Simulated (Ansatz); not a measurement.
In doubt: masses and optical values from hybrid runs of this build are listed as unsure, which bears on the screening that GW takes from such a start.

Rows from a G0W0 calculation on SnO2 (Cassiterite) (Ansatz 0.2.0; G0W0 on HSE06, plane waves, PAW; 4×4×6 mesh, 162 empty bands, screening to 100 eV), in eV. Spin-orbit coupling is left out.

| row | Σx | Σc | Vxc | Z |
| --- | --- | --- | --- | --- |
| A | -26.55 | 4.53 | -22.14 | 0.79 |
| B | -13.65 | -3.37 | -17.74 | 0.86 |
| C | -27.19 | 4.82 | -22.49 | 0.79 |
| D | -11.29 | -4.20 | -16.33 | 0.84 |

Q: Which rows are filled states and which are empty ones, and how can one tell?

Filled: A and C. Empty: B and D. The sign of Σc tells: for a filled state bare exchange, which holds its interaction with itself, lies below Vxc (Σx − Vxc is -4.4 eV or lower here) and screening gives part back as a positive Σc. For an empty state Σx lies above Vxc (+4.1 eV or more) and the Coulomb hole leaves Σc negative.

[Runs of the session that timed out or met a known fault of the program may be left out.]

[Cells called generated may have been cut or substituted from an entry of the Crystallography Open Database or the Materials Project.]

[Hosts, paths, dates, database ids (printed as entryN), source tags and the programs' standing remarks are cut or masked in the printed files.]
